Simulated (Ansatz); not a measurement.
# Br replacing H on Si(111): surface dipole against coverage (PBE, PAW set soft_1)

Each Br that replaces an H shifts the vacuum level above Si(111). What is the shift at the coverage left out?

All values are computed: Ansatz 0.2.0, PBE, plane waves, PAW set soft_1, scalar-relativistic unless marked; slabs or sheets with vacuum, the vacuum level from the planar mean of the electrostatic potential. 2×2 cells, hydrogen on the lower face and on the other top atoms.

| groups in the cell | upper less lower face (eV) | shift a group (eV) |
| --- | --- | --- |
| 1 | +0.48 | +0.48 |
| 2 | ? | ? |
| 3 | +0.77 | +0.26 |
| 4 | +0.81 | +0.20 |

**Fit.** A least-squares line through the shown values, as rounded, is shift a group = 0.57 − 0.0957 × groups; it misses them by 0.02 eV at most. The fit misses the rows by 0.01 eV on average, and their plain mean by 0.11 eV, so the fit does better. A shift a group that shrinks with coverage is depolarisation: each dipole feels the opposing field of its neighbours.

**The withheld row.** The prediction is 0.57 − 0.0957 × (2) = 0.38 eV. The run gave upper less lower face +0.67 eV, shift a group +0.34 eV. The miss in shift a group is -0.04 eV, a little over the scatter of the fitted rows. The mean of the shown rows would have missed by +0.03 eV.

One arrangement a coverage.
